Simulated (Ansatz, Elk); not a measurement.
# How far do independent atoms describe Mg3FeS4?, part 2 of 2

The structure of Mg3FeS4 used here is made up (a known structure type with other elements) and was relaxed beforehand with PBEsol. The aim is the Fourier transform of its all-electron density, F(hkl), set beside the sum over free spherical atoms that refinements use.

Elk 11.2.3 (patched build); all-electron DFT.

So far: The structure; Ground state and structure factors; The magnetisation density; The highest occupied states alone.

The structure was built from a prototype and need not be the compound's stable phase.

## (5) Another functional

Level of this step: DFT, LDA (Perdew-Wang), all-electron APW+lo, Dirac cores, scalar-relativistic bands, static density, ferromagnetic start (Elk).

The difference from free atoms is small, so it is set against the change that LDA (Perdew-Wang) makes.

The input, elk.in:

```
tasks
  0
  195
  196

xctype
  3

spinpol
  .true.

rgkmax
  7.0

gmaxvr
  14.0

lmaxo
  7

lmaxapw
  8

swidth
  0.002

tshift
  .false.

ramdisk
  .false.

hmaxvr
  5.5

maxscl
  120

epspot
  1e-06

reducebf
  0.8

sppath
  './'

avec
  10.51495871864 0.00000000000 0.00000000000
  0.00000000000 10.51495871864 -0.00000000000
  0.00000000000 -0.00000000000 10.51495871864

atoms
  3
  'Fe.in'
  1
  -0.0000000000 -0.0000000000 -0.0000000000   0.000000 0.000000 -0.155000
  'S.in'
  4
  0.2399203369 0.2399203369 0.2399203369   0.000000 0.000000 0.000000
  0.2399203369 0.7600796631 0.7600796631   0.000000 0.000000 0.000000
  0.7600796631 0.2399203369 0.7600796631   0.000000 0.000000 0.000000
  0.7600796631 0.7600796631 0.2399203369   0.000000 0.000000 0.000000
  'Mg.in'
  3
  -0.0000000000 0.5000000000 0.5000000000   0.000000 0.000000 0.000000
  0.5000000000 -0.0000000000 0.5000000000   0.000000 0.000000 0.000000
  0.5000000000 0.5000000000 -0.0000000000   0.000000 0.000000 0.000000

ngridk
  4 4 4
```

Launch:

```
$ OMP_NUM_THREADS=4 elk
```

Numbers of over 12 decimals in the logs are rounded to 6 here.

The log of the run:

```text
┌─────────────────────────┐
│ Elk code version 11.2.3 │
└─────────────────────────┘

All units are atomic (Hartree, Bohr, etc.)

┌─────────────────────────────────────────────────┐
│ Ground-state run starting from atomic densities │
└─────────────────────────────────────────────────┘

Lattice vectors :
   10.51495872       0.000000000       0.000000000
   0.000000000       10.51495872      -0.000000000
   0.000000000      -0.000000000       10.51495872

Reciprocal lattice vectors :
  0.5975473110      -0.000000000      -0.000000000
[...]
error                       :   0.1204851595E-02

Moments :
 interstitial                :   0.4610776632
 muffin-tins
  species : 1 (Fe)
[...]
species : 2 (S)
[...]
species : 3 (Mg)
[...]
atom 2                    :   0.1476079560E-01
   atom 3                    :   0.1476079560E-01
 total in muffin-tins        :    3.538950708
 total moment                :    4.000028371

┌──────────────────────────────┐
│ Self-consistent loop stopped │
└──────────────────────────────┘

Warning : core states of species 2 leak from the muffin-tin :   0.1684045628E-03

Wrote STATE.OUT
[key lines of the parts left out:]
total energy                :     -3461.4571739933
```

Run time: 2.9 min. Hardware: 4 threads of Arm Neoverse V1, shared host; peak memory 0.36 GiB.

Against the first run R = 0.12 %; the largest change is -0.100 at 222. The moment goes from 4.00 to 4.00 μB.

## (6) A coarser k-mesh

About half the k-points along each axis test the sampling.

elk.in: that of step 5 with these lines changed.

```diff
@@ -6,3 +6,3 @@
 xctype
-  3
+  20
 
@@ -70,2 +70,2 @@
 ngridk
-  4 4 4
+  2 2 2
```

Launch:

```
$ OMP_NUM_THREADS=4 elk
```

The log of the run:

```text
┌─────────────────────────┐
│ Elk code version 11.2.3 │
└─────────────────────────┘

All units are atomic (Hartree, Bohr, etc.)

┌─────────────────────────────────────────────────┐
│ Ground-state run starting from atomic densities │
└─────────────────────────────────────────────────┘

Lattice vectors :
   10.51495872       0.000000000       0.000000000
   0.000000000       10.51495872      -0.000000000
   0.000000000      -0.000000000       10.51495872

Reciprocal lattice vectors :
  0.5975473110      -0.000000000      -0.000000000
[...]
error                       :   0.1247363205E-02

Moments :
 interstitial                :   0.4343941333
 muffin-tins
  species : 1 (Fe)
[...]
species : 2 (S)
[...]
species : 3 (Mg)
[...]
atom 2                    :   0.1213651384E-01
   atom 3                    :   0.1213651384E-01
 total in muffin-tins        :    3.565644263
 total moment                :    4.000038396

┌──────────────────────────────┐
│ Self-consistent loop stopped │
└──────────────────────────────┘

Warning : core states of species 2 leak from the muffin-tin :   0.1732757361E-03

Wrote STATE.OUT
[key lines of the parts left out:]
total energy                :     -3470.9010065142
```

Wall time 2.2 min (4 threads); peak memory 0.56 GiB.

Against the first run R = 0.00 %; the largest change is +0.005 at 111. The moment goes from 4.00 to 4.00 μB.

## (7) With a Hubbard U

A Hubbard U is put on the d shell, to see how far it moves the factors.

elk.in: that of step 6 with these lines changed.

```diff
@@ -70,2 +70,6 @@
 ngridk
-  2 2 2
+  4 4 4
+
+dft+u
+  1 1
+  1 2 0.146997 0.000000
```

Launch:

```
$ OMP_NUM_THREADS=4 elk
```

The log of the run:

```text
┌─────────────────────────┐
│ Elk code version 11.2.3 │
└─────────────────────────┘

All units are atomic (Hartree, Bohr, etc.)

┌─────────────────────────────────────────────────┐
│ Ground-state run starting from atomic densities │
└─────────────────────────────────────────────────┘

Lattice vectors :
   10.51495872       0.000000000       0.000000000
   0.000000000       10.51495872      -0.000000000
   0.000000000      -0.000000000       10.51495872

Reciprocal lattice vectors :
  0.5975473110      -0.000000000      -0.000000000
[...]
Moments :
 interstitial                :   0.3072127440
 muffin-tins
  species : 1 (Fe)
[...]
species : 2 (S)
[...]
species : 3 (Mg)
[...]
atom 2                    :   0.9371899793E-02
   atom 3                    :   0.9371899793E-02
 total in muffin-tins        :    3.692811520
 total moment                :    4.000024264

┌──────────────────────────────┐
│ Self-consistent loop stopped │
└──────────────────────────────┘

Warning : core states of species 2 leak from the muffin-tin :   0.1735939445E-03

Warning : forces or DFT+U at lmaxo under 8 : 7

Wrote STATE.OUT
[key lines of the parts left out:]
total energy                :     -3470.8157553049
```

Elapsed: 5.9 min, on 4 threads; peak memory 0.56 GiB.

Against the first run R = 0.05 %; the largest change is -0.032 at 100. The moment goes from 4.00 to 4.00 μB.

## (8) Settings against the effect

```
              run  R against the first run (%)  R against neutral atoms, low angle (%)  wall time
    PBE, rgkmax 7                         0.00                                    0.70    5.7 min
LDA (Perdew-Wang)                         0.12                                    0.69    2.9 min
     k-mesh 2×2×2                         0.00                                    0.70    2.2 min
            PBE+U                         0.05                                    0.67    5.9 min
```

## (9) Summary of results

```json
{
 "R against neutral atoms, sin θ/λ < 0.3 Å⁻¹": "0.70 %",
 "R against neutral atoms, 0.3 to 0.82 Å⁻¹": "0.28 %"
}
```

**Reading.** Independent neutral atoms miss the calculated amplitudes by R = 0.70 % below 0.3 Å⁻¹ and 0.28 % from there to 0.82 Å⁻¹; by shells, 0.91 % below 0.15 Å⁻¹ (2 forms), 0.68 % 0.15 to 0.3 (9 forms), 0.37 % 0.3 to 0.45 (15 forms), 0.26 % above 0.45 (88 forms). Bonding, aspherical density and the tables' own atoms all enter these figures, and the runs don't part them. The largest change of an amplitude is +0.82 electrons, at 111. R counts amplitudes alone; phases shift too. Weak lines can change much in proportion: 200 goes from 1.51 to 0.84. The magnetic order is that of the start. No other order was tried here, and an antiferromagnetic one would change or move the magnetic intensity. The window's part falls from 30.0 electrons at the origin to at most 1.27 between 0.45 and 0.82 Å⁻¹, where compact states inside the window still scatter. Below 0.3 Å⁻¹ the changes that finished (LDA (Perdew-Wang), k-mesh 2×2×2 and PBE+U) move F by R = 0.05 % at most, against the 0.70 % that separates it from free atoms. The magnetic factors move by R = 1.8 % (LDA (Perdew-Wang)), 0.2 % (k-mesh 2×2×2) and 9.2 % (PBE+U), so they aren't settled to better than that. The basis has no finished test. Part of the difference isn't bonding: the tables are fits to free atoms and ions calculated by other methods than this functional. Thermal motion, anomalous dispersion and extinction are left out.

[Logs are printed without paths, hosts, clocks, repeated set-up lines and the standing remarks that a program may print on its own settings, such as how far it seeks lower states.]

[Hosts, paths, dates, database ids (printed as entryN), source tags and the programs' standing remarks are cut or masked in the printed files.]
